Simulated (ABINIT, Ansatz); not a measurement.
# WS2 (Tungstenite): G0W0 on several meshes in ABINIT

Wanted: mesh dependence and cost of G0W0 for WS2 (Tungstenite).

Program: ABINIT 10.8.3. Level of theory: PBE and many-body steps on it, plane waves. Results are calculated unless marked as measured.

The database entry behind the starting cell differs from later determinations by our own check (an axis about 1.4 % long against later determinations), so it need not match the best structure at ambient conditions.

**1. Starting point**

Symmetry: P6_3/mmc, No. 194, hexagonal system. The conventional cell has a = 3.180 Å, b = 3.180 Å, c = 12.500 Å, α = 90.00°, β = 90.00°, γ = 120.00°. W has 6 S at 2.41 Å nearest. S has 3 W at 2.41 Å nearest. Farther neighbours and most contacts between anions are not listed.

The cell and positions come from the Crystallography Open Database and are kept as given unless a step says otherwise. Spin-orbit coupling is left out unless a step names it.

**2. Empty states on the mesh, 3×3×1 mesh, 300 bands**

This step: ABINIT 10.8.3; DFT, PBE, plane waves, norm-conserving pseudopotentials.

The sums over transitions need many empty states on a uniform mesh; this step solves for them.

Input file run.abi:

```
acell 3*1.0 Angstrom
rprim 
  3.179999999980 0.000000000005 0.000000000000
  -1.589999999994 2.753960784015 0.000000000000
  0.000000000000 0.000000000000 12.500000000000
ntypat 2
znucl 74 16
natom 6
typat 1 1 2 2 2 2
xred 
  0.333333333333 0.666666666667 0.250000000000
  0.666666666667 0.333333333333 0.750000000000
  0.333333333333 0.666666666667 0.625000000000
  0.666666666667 0.333333333333 0.125000000000
  0.333333333333 0.666666666667 0.875000000000
  0.666666666667 0.333333333333 0.375000000000
pp_dirpath "pseudos"
pseudos "W.upf, S.upf"
ecut 31
ngkpt 3 3 1
nshiftk 1
shiftk 0 0 0
kptopt 1
chksymbreak 0
iscf -2
irdden 1
istwfk *1
nband 300
nbdbuf 26
tolwfr 1e-09
nstep 60
prtvol 0
indata_prefix "in"
outdata_prefix "out"
tmpdata_prefix "tmp"
```

Run with:

```bash
$ OMP_NUM_THREADS=1 mpirun -n 4 abinit run.abi > log
```

Numbers of over 12 decimals in the logs are rounded to 6 here.

The program printed:

```text
.Version 10.8.3 of ABINIT. v10.8.2 released Aug 2026.

 Symmetries : space group P6_3/m m c (#194); Bravais hP (primitive hexag.)
[... echo of the input left out ...]
== DATASET  1 ==================================================================
-   mpi_nproc: 4, omp_nthreads: 1 (-1 if OMP is not activated)
-    --> not optimal distribution: autoparal keyword recommended in input file <--

--- !DatasetInfo
iteration_state: {dtset: 1, }
dimensions: {natom: 6, nkpt: 3, mband: 300, nsppol: 1, nspinor: 1, nspden: 1, mpw: 6137, }
cutoff_energies: {ecut:  31.0, pawecutdg:  -1.0, }
[...]
3.58328    3.58328    3.58975    3.61051    3.61530    3.61530    3.64479    3.66879
   3.68399    3.69265    3.71582    3.71595    3.74374    3.74418    3.76618    3.76838
   3.77301    3.78385    3.78497    3.78655
 prteigrs : prtvol=0 or 1, do not print more k-points.

== END DATASET(S) ==============================================================
================================================================================

 -outvars: echo values of variables after computation  --------
            nband         300
             nkpt           3
          spgroup         194
 [... the other variables as echoed above ...]

 Calculation completed.
```

Run time: 89 s. Hardware: 4 MPI ranks of Arm Neoverse V2, shared host; peak memory 0.49 GiB; 5.9 min of CPU time.

Numbers from this step:

| Quantity | Value |
| --- | --- |
| gap | 1.175 eV |
| k of the valence top | 0, 0, 0 |
| k of the conduction bottom | 0.3333, 0.3333, 0 |
| least direct gap | 1.737 eV |
| k points computed | 3 |
| lowest point of the top converged band, above the valence top | 84.9580 eV |

On this mesh the gap is 1.175 eV.

The density comes from a self-consistent run that is not shown.

**3. Screening, 3×3×1 mesh, 127 bands, screening to 114.3 eV**

The RPA dielectric matrix is built and inverted for each q.

This step: RPA screening on PBE, plane waves, norm-conserving pseudopotentials.

Edit run.abi of step 2 so:

```diff
@@ -24,10 +24,11 @@
 chksymbreak 0
-iscf -2
-irdden 1
 istwfk *1
-nband 300
-nbdbuf 26
-tolwfr 1e-09
-nstep 60
-prtvol 0
+occopt 1
+irdwfk 1
+optdriver 3
+nband 127
+ecuteps 4.2
+inclvkb 2
+awtr 1
+symchi 1
 indata_prefix "in"
```

The program printed:

```text
.Version 10.8.3 of ABINIT. v10.8.2 released Aug 2026.

 Symmetries : space group P6_3/m m c (#194); Bravais hP (primitive hexag.)
[... echo of the input left out ...]
== DATASET  1 ==================================================================
-   mpi_nproc: 4, omp_nthreads: 1 (-1 if OMP is not activated)

--- !DatasetInfo
iteration_state: {dtset: 1, }
dimensions: {natom: 6, nkpt: 3, mband: 127, nsppol: 1, nspinor: 1, nspden: 1, mpw: 6137, }
cutoff_energies: {ecut:  31.0, pawecutdg:  -1.0, }
electrons: {nelect:   5.20000000E+01, charge:   0.00000000E+00, occopt:   1.00000000E+00, tsmear:   1.00000000E-02, }

 SCREENING: Calculation of the susceptibility and dielectric matrices

 Based on a program developped by R.W. Godby, V. Olevano, G. Onida, and L. Reining.
 Incorporated in ABINIT by V. Olevano, G.-M. Rignanese, and M. Torrent.
.Using double precision arithmetic ; gwpc =  8

[... cell and pseudopotentials left out ...]
--------------------------------------------------------------------------------

 ==== K-mesh for the wavefunctions ====
 Number of points in the irreducible wedge :     3
[... list of points left out ...]
 Together with 24 symmetry operations and time-reversal symmetry
 yields     9 points in the full Brillouin Zone.

 ==== Q-mesh for the screening function ====
 Number of points in the irreducible wedge :     3
[... list of points left out ...]
 Together with 24 symmetry operations and time-reversal symmetry
 yields     9 points in the full Brillouin Zone.

 setmesh: FFT mesh size selected  =    20x   20x   90
          total number of points  =        36000

 vcoul_init : cutoff-mode = AUXILIARY_FUNCTION
 q-points for optical limit:   1
     1)      0.000010    0.000020    0.000030

- screening: taking advantage of time-reversal symmetry
- Maximum band index for partially occupied states nbvw = 26
- Remaining bands to be divided among processors   nbcw = 101
- Number of bands treated by each node ~25

 Number of electrons calculated from density =   52.0000; Expected =   52.0000
 average of density, n =  0.070390
 r_s =    1.5024
 omega_plasma =   25.5924 [eV]

 calculating chi0 at frequencies [eV] :
  1    0.000000E+00    0.000000E+00
  2    0.000000E+00    2.559243E+01

--------------------------------------------------------------------------------
  q-point number  1        q = ( 0.000000, 0.000000, 0.000000) [r.l.u.]
--------------------------------------------------------------------------------
[... chi0 elements left out ...]
 For q-point:  0.000010 0.000020 0.000030
  dielectric constant =  18.0814
  dielectric constant without local fields =  20.2877

  Average fulfillment of the sum rule on Im[epsilon] for q-point    1 :     77.24  [%]
[... wings left out ...]
  q-point number  2        q = ( 0.333333, 0.000000, 0.000000) [r.l.u.]
--------------------------------------------------------------------------------
[... chi0 elements left out ...]
  Average fulfillment of the sum rule on Im[epsilon] for q-point    2 :     72.72  [%]

 [... 1 further q-points ...]
```

Run time: 22 s. Hardware: 4 MPI ranks; peak memory 1 GiB.

This step gave:

- ε∞ with local fields, on this mesh, along the program's q direction: 18.08
- the same without local fields: 20.29
- plasma frequency: 25.59 eV
- plane waves in the screening matrix: 303

Local fields lower ε∞ by 11 %. On a Γ-centred mesh this coarse the value itself is usually too large, while a short band sum pulls it down.

**4. 3×3×1**

The self-energy is evaluated for the states that the input lists, and the levels follow from it, in one-shot runs by the linearised quasiparticle equation.

This step: G0W0 on PBE, plane waves, norm-conserving pseudopotentials.

Edit run.abi of step 3 so:

```diff
@@ -27,8 +27,17 @@
 irdwfk 1
-optdriver 3
+optdriver 4
 nband 127
+gwcalctyp 0
+ecutsigx 31
+symsigma 1
+nkptgw 2
+kptgw 
+  0.0000000000 0.0000000000 0.0000000000
+  0.3333333333 0.3333333333 0.0000000000
+bdgw 
+  25 28
+  25 28
 ecuteps 4.2
-inclvkb 2
-awtr 1
-symchi 1
+irdscr 1
+ppmodel 1
 indata_prefix "in"
```

The program printed:

```text
.Version 10.8.3 of ABINIT. v10.8.2 released Aug 2026.

 Symmetries : space group P6_3/m m c (#194); Bravais hP (primitive hexag.)
[... echo of the input left out ...]
== DATASET  1 ==================================================================
-   mpi_nproc: 4, omp_nthreads: 1 (-1 if OMP is not activated)

--- !DatasetInfo
iteration_state: {dtset: 1, }
dimensions: {natom: 6, nkpt: 3, mband: 127, nsppol: 1, nspinor: 1, nspden: 1, mpw: 6137, }
cutoff_energies: {ecut:  31.0, pawecutdg:  -1.0, }
electrons: {nelect:   5.20000000E+01, charge:   0.00000000E+00, occopt:   1.00000000E+00, tsmear:   1.00000000E-02, }

 SIGMA: Calculation of the GW corrections

 Based on a program developped by R.W. Godby, V. Olevano, G. Onida, and L. Reining.
 Incorporated in ABINIT by V. Olevano, G.-M. Rignanese, and M. Torrent.
.Using double precision arithmetic ; gwpc =  8

[... cell and pseudopotentials left out ...]
--------------------------------------------------------------------------------

 ==== K-mesh for the wavefunctions ====
 Number of points in the irreducible wedge :     3
[... list of points left out ...]
 Together with 24 symmetry operations and time-reversal symmetry
 yields     9 points in the full Brillouin Zone.

 ==== Q-mesh for screening function ====
 Number of points in the irreducible wedge :     3
[... list of points left out ...]
 Together with 24 symmetry operations and time-reversal symmetry
 yields     9 points in the full Brillouin Zone.

 vcoul_init : cutoff-mode = AUXILIARY_FUNCTION
 q-points for optical limit:   1
     1)      0.000010    0.000020    0.000030
 setmesh: FFT mesh size selected  =    27x   27x  120
          total number of points  =        87480

 Number of electrons calculated from density =   52.0000; Expected =   52.0000
 average of density, n =  0.070390
 r_s =    1.5024
 omega_plasma =   25.5924 [eV]

 === KS Band Gaps ===
  >>>> For spin  1
   Minimum direct gap =   1.7368 [eV], located at k-point      :   0.3333  0.3333  0.0000
   Fundamental gap    =   1.1751 [eV], Top of valence bands at :   0.0000  0.0000  0.0000
                                       Bottom of conduction at :   0.3333  0.3333  0.0000
 SIGMA fundamental parameters:
 PLASMON POLE MODEL  1
 number of plane-waves for SigmaX                 6137
 number of plane-waves for SigmaC and W            303
 number of plane-waves for wavefunctions          6137
 number of bands                                   127
 number of independent spin polarizations            1
 number of spinorial components                      1
 number of k-points in IBZ                           3
 number of q-points in IBZ                           3
 number of symmetry operations                      24
 number of k-points in BZ                            9
 number of q-points in BZ                            9
 number of frequencies for dSigma/dE                 9
 frequency step for dSigma/dE [eV]                0.25
 number of omega for Sigma on real axis              0
 max omega for Sigma on real axis  [eV]           0.00
 zcut for avoiding poles [eV]                     0.10

 EPSILON^-1 parameters (SCR file):
 dimension of the eps^-1 matrix on file            303
 dimension of the eps^-1 matrix used               303
 number of plane-waves for wavefunctions          6137
 number of bands                                   127
 number of q-points in IBZ                           3
 number of frequencies                               2
 number of real frequencies                          1
 number of imag frequencies                          1

 matrix elements of self-energy operator (all in [eV])

 Perturbative Calculation

--- !SelfEnergy_ee
iteration_state: {dtset: 1, }
kpoint     : [   0.000,    0.000,    0.000, ]
spin       : 1
KS_gap     :    2.245
QP_gap     :    2.770
Delta_QP_KS:    0.525
data: !SigmaeeData |
     Band     E0 <VxcDFT>   SigX SigC(E0)      Z dSigC/dE  Sig(E)    E-E0       E
       25   7.984 -14.390 -15.587   1.435   0.788  -0.269 -14.202   0.187   8.171
       26   9.072 -15.531 -16.377   1.252   0.784  -0.275 -15.212   0.319   9.391
       27  11.317 -15.192 -10.304  -3.816   0.788  -0.270 -14.347   0.844  12.161
       28  11.317 -15.192 -10.304  -3.816   0.788  -0.270 -14.347   0.844  12.161

--- !SelfEnergy_ee
iteration_state: {dtset: 1, }
kpoint     : [   0.333,    0.333,    0.000, ]
spin       : 1
KS_gap     :    1.737
QP_gap     :    2.478
Delta_QP_KS:    0.741
data: !SigmaeeData |
     Band     E0 <VxcDFT>   SigX SigC(E0)      Z dSigC/dE  Sig(E)    E-E0       E
       25   8.343 -15.064 -16.308   1.556   0.787  -0.271 -14.819   0.245   8.588
       26   8.510 -15.440 -16.624   1.549   0.786  -0.273 -15.153   0.287   8.797
       27  10.247 -16.292 -11.224  -3.761   0.786  -0.272 -15.265   1.028  11.274
       28  10.247 -16.292 -11.224  -3.761   0.786  -0.272 -15.265   1.028  11.274

== END DATASET(S) ==============================================================
================================================================================

 -outvars: echo values of variables after computation  --------
           etotal      0.0000000000E+00
            nband         127
             nkpt           3
          spgroup         194
 [... the other variables as echoed above ...]

 Calculation completed.
```

It took 7 s on 4 MPI ranks; peak memory 0.73 GiB; 27 s of CPU time.

Numbers from this step:

* G0W0 gap on the points computed: 1.883 eV
* starting gap on the mesh: 1.175 eV
* k of the valence top: 0, 0, 0
* k of the conduction bottom: 0.3333, 0.3333, 0
* Z at the valence top: 0.784
* Z at the conduction bottom: 0.786
* least direct G0W0 gap on the computed points: 2.477 eV

The gap on the mesh goes from 1.17 eV to 1.88 eV, a correction of +0.71 eV.

**5. Empty states on the mesh, 6×6×2 mesh, 139 bands**

This step: DFT, PBE, plane waves, norm-conserving pseudopotentials.

Edit run.abi of step 4 so:

```diff
@@ -19,3 +19,3 @@
 ecut 31
-ngkpt 3 3 1
+ngkpt 6 6 2
 nshiftk 1
@@ -24,20 +24,10 @@
 chksymbreak 0
+iscf -2
+irdden 1
 istwfk *1
-occopt 1
-irdwfk 1
-optdriver 4
-nband 127
-gwcalctyp 0
-ecutsigx 31
-symsigma 1
-nkptgw 2
-kptgw 
-  0.0000000000 0.0000000000 0.0000000000
-  0.3333333333 0.3333333333 0.0000000000
-bdgw 
-  25 28
-  25 28
-ecuteps 4.2
-irdscr 1
-ppmodel 1
+nband 139
+nbdbuf 12
+tolwfr 1e-09
+nstep 60
+prtvol 0
 indata_prefix "in"
```

The program printed:

```text
.Version 10.8.3 of ABINIT. v10.8.2 released Aug 2026.

 Symmetries : space group P6_3/m m c (#194); Bravais hP (primitive hexag.)
[... echo of the input left out ...]
== DATASET  1 ==================================================================
-   mpi_nproc: 4, omp_nthreads: 1 (-1 if OMP is not activated)

--- !DatasetInfo
iteration_state: {dtset: 1, }
dimensions: {natom: 6, nkpt: 14, mband: 139, nsppol: 1, nspinor: 1, nspden: 1, mpw: 6137, }
cutoff_energies: {ecut:  31.0, pawecutdg:  -1.0, }
[...]
1.93272    1.96341    1.96341    1.97091    1.98386    1.98386    2.00512    2.00512
   2.01001    2.01001    2.02073    2.02880    2.04396    2.07993    2.07993    2.14053
   2.15221    2.15269    2.16281
 prteigrs : prtvol=0 or 1, do not print more k-points.

== END DATASET(S) ==============================================================
================================================================================

 -outvars: echo values of variables after computation  --------
            nband         139
             nkpt          14
          spgroup         194
 [... the other variables as echoed above ...]

 Calculation completed.
```

Wall time 1.7 min (4 MPI ranks); peak memory 0.56 GiB; 6.9 min of CPU time.

This step gave:

```
gap                                                           : 1.050 eV
k of the valence top                                          : 0, 0, 0
k of the conduction bottom                                    : 0.1667, 0.1667, 0
least direct gap                                              : 1.737 eV
k points computed                                             : 14
lowest point of the top converged band, above the valence top : 43.33 eV
```

On this mesh the gap is 1.050 eV.

**6. Screening, 6×6×2 mesh, 127 bands, screening to 114.3 eV**

This step: RPA screening on PBE, plane waves, norm-conserving pseudopotentials.

Edit run.abi of step 5 so:

```diff
@@ -24,10 +24,11 @@
 chksymbreak 0
-iscf -2
-irdden 1
 istwfk *1
-nband 139
-nbdbuf 12
-tolwfr 1e-09
-nstep 60
-prtvol 0
+occopt 1
+irdwfk 1
+optdriver 3
+nband 127
+ecuteps 4.2
+inclvkb 2
+awtr 1
+symchi 1
 indata_prefix "in"
```

The program printed:

```text
.Version 10.8.3 of ABINIT. v10.8.2 released Aug 2026.

 Symmetries : space group P6_3/m m c (#194); Bravais hP (primitive hexag.)
[... echo of the input left out ...]
== DATASET  1 ==================================================================
-   mpi_nproc: 4, omp_nthreads: 1 (-1 if OMP is not activated)

--- !DatasetInfo
iteration_state: {dtset: 1, }
dimensions: {natom: 6, nkpt: 14, mband: 127, nsppol: 1, nspinor: 1, nspden: 1, mpw: 6137, }
cutoff_energies: {ecut:  31.0, pawecutdg:  -1.0, }
electrons: {nelect:   5.20000000E+01, charge:   0.00000000E+00, occopt:   1.00000000E+00, tsmear:   1.00000000E-02, }

 SCREENING: Calculation of the susceptibility and dielectric matrices

 Based on a program developped by R.W. Godby, V. Olevano, G. Onida, and L. Reining.
 Incorporated in ABINIT by V. Olevano, G.-M. Rignanese, and M. Torrent.
.Using double precision arithmetic ; gwpc =  8

[... cell and pseudopotentials left out ...]
--------------------------------------------------------------------------------

 ==== K-mesh for the wavefunctions ====
 Number of points in the irreducible wedge :    14
[... list of points left out ...]
 Together with 24 symmetry operations and time-reversal symmetry
 yields    72 points in the full Brillouin Zone.

 ==== Q-mesh for the screening function ====
 Number of points in the irreducible wedge :    14
[... list of points left out ...]
 Together with 24 symmetry operations and time-reversal symmetry
 yields    72 points in the full Brillouin Zone.

 setmesh: FFT mesh size selected  =    20x   20x   90
          total number of points  =        36000

 vcoul_init : cutoff-mode = AUXILIARY_FUNCTION
 q-points for optical limit:   1
     1)      0.000010    0.000020    0.000030

- screening: taking advantage of time-reversal symmetry
- Maximum band index for partially occupied states nbvw = 26
- Remaining bands to be divided among processors   nbcw = 101
- Number of bands treated by each node ~25

 Number of electrons calculated from density =   52.0000; Expected =   52.0000
 average of density, n =  0.070390
 r_s =    1.5024
 omega_plasma =   25.5924 [eV]

 calculating chi0 at frequencies [eV] :
  1    0.000000E+00    0.000000E+00
  2    0.000000E+00    2.559243E+01

--------------------------------------------------------------------------------
  q-point number  1        q = ( 0.000000, 0.000000, 0.000000) [r.l.u.]
--------------------------------------------------------------------------------
[... chi0 elements left out ...]
 For q-point:  0.000010 0.000020 0.000030
  dielectric constant =  13.4826
  dielectric constant without local fields =  14.9882

  Average fulfillment of the sum rule on Im[epsilon] for q-point    1 :     77.43  [%]
[... wings left out ...]
  q-point number  2        q = ( 0.166667, 0.000000, 0.000000) [r.l.u.]
--------------------------------------------------------------------------------
[... chi0 elements left out ...]
  Average fulfillment of the sum rule on Im[epsilon] for q-point    2 :     80.91  [%]

 [... 12 further q-points ...]
```

Run time: 4.7 min. Hardware: 4 MPI ranks; peak memory 2.5 GiB; 19 min of CPU time.

This step gave:

| Property | Result |
| --- | --- |
| ε∞ with local fields, on this mesh, along the program's q direction | 13.48 |
| the same without local fields | 14.99 |
| plasma frequency | 25.59 eV |
| plane waves in the screening matrix | 303 |

[end of part 1 of 2]

[Paths, hosts, dates, memory and timing lines, banners, echoed tables and standing remarks are left out of the program output.]

[Logs are printed without paths, hosts, clocks, repeated set-up lines and the standing remarks that a program may print on its own settings, such as how far it seeks lower states.]

[Runs of the session that timed out or met a known fault of the program may be left out.]

[Hosts, paths, dates, database ids (printed as entryN), source tags and the programs' standing remarks are cut or masked in the printed files.]

[G0W0 gaps are taken among the corrected bands and points alone; a level outside them can change the order at an edge.]

[Where Ansatz stands beside ABINIT at settings called matched, ABINIT's density can come from a denser mesh and the files from another edition; pairs whose starting gaps differed by over 0.03 eV were left out, so agreement reads better than it is.]
